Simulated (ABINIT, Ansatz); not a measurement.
An input for ABINIT 10.8.3 (BaNaH6Ir (F-43m)):

```
acell 3*1.0 Angstrom
rprim 
  -0.000000000000 3.922549000000 3.922549000000
  3.922549000000 -0.000000000000 3.922549000000
  3.922549000000 3.922549000000 -0.000000000000
ntypat 4
znucl 11 56 1 77
natom 9
typat 1 2 3 3 3 3 3 3 4
xred 
  0.250000000000 0.250000000000 0.250000000000
  0.750000000000 0.750000000000 0.750000000000
  0.784973000000 0.215027000000 0.215027000000
  0.215027000000 0.784973000000 0.215027000000
  0.784973000000 0.784973000000 0.215027000000
  0.215027000000 0.784973000000 0.784973000000
  0.784973000000 0.215027000000 0.784973000000
  0.215027000000 0.215027000000 0.784973000000
  0.000000000000 0.000000000000 0.000000000000
pp_dirpath "pseudos"
pseudos "Na.upf, Ba.upf, H.upf, Ir.upf"
ecut 38
ngkpt 2 2 2
nshiftk 1
shiftk 0 0 0
kptopt 1
chksymbreak 0
istwfk *1
occopt 1
irdwfk 1
optdriver 3
nband 100
ecuteps 4.2
inclvkb 2
awtr 1
symchi 1
gwcalctyp 2
nfreqre 16
freqremax 40 eV
nfreqim 8
spmeth 1
nomegasf 120
indata_prefix "in"
outdata_prefix "out"
tmpdata_prefix "tmp"
```

```sh
OMP_NUM_THREADS=1 mpirun -n 4 abinit run.abi > log
```

Estimate wall time and host memory on 4 MPI ranks of Arm Neoverse V1, shared host.

It took 22 s; on shared hardware allow 11 s to 45 s. Peak host memory was 2.3 GiB.

[Paths, hosts, dates, memory and timing lines, banners, echoed tables and standing remarks are left out of the program output.]

[Logs are printed without paths, hosts, clocks, repeated set-up lines and the standing remarks that a program may print on its own settings, such as how far it seeks lower states.]

[Runs of the session that timed out or met a known fault of the program may be left out.]

[Hosts, paths, dates, database ids (printed as entryN), source tags and the programs' standing remarks are cut or masked in the printed files.]

[G0W0 gaps are taken among the corrected bands and points alone; a level outside them can change the order at an edge.]

[Where Ansatz stands beside ABINIT at settings called matched, ABINIT's density can come from a denser mesh and the files from another edition; pairs whose starting gaps differed by over 0.03 eV were left out, so agreement reads better than it is.]
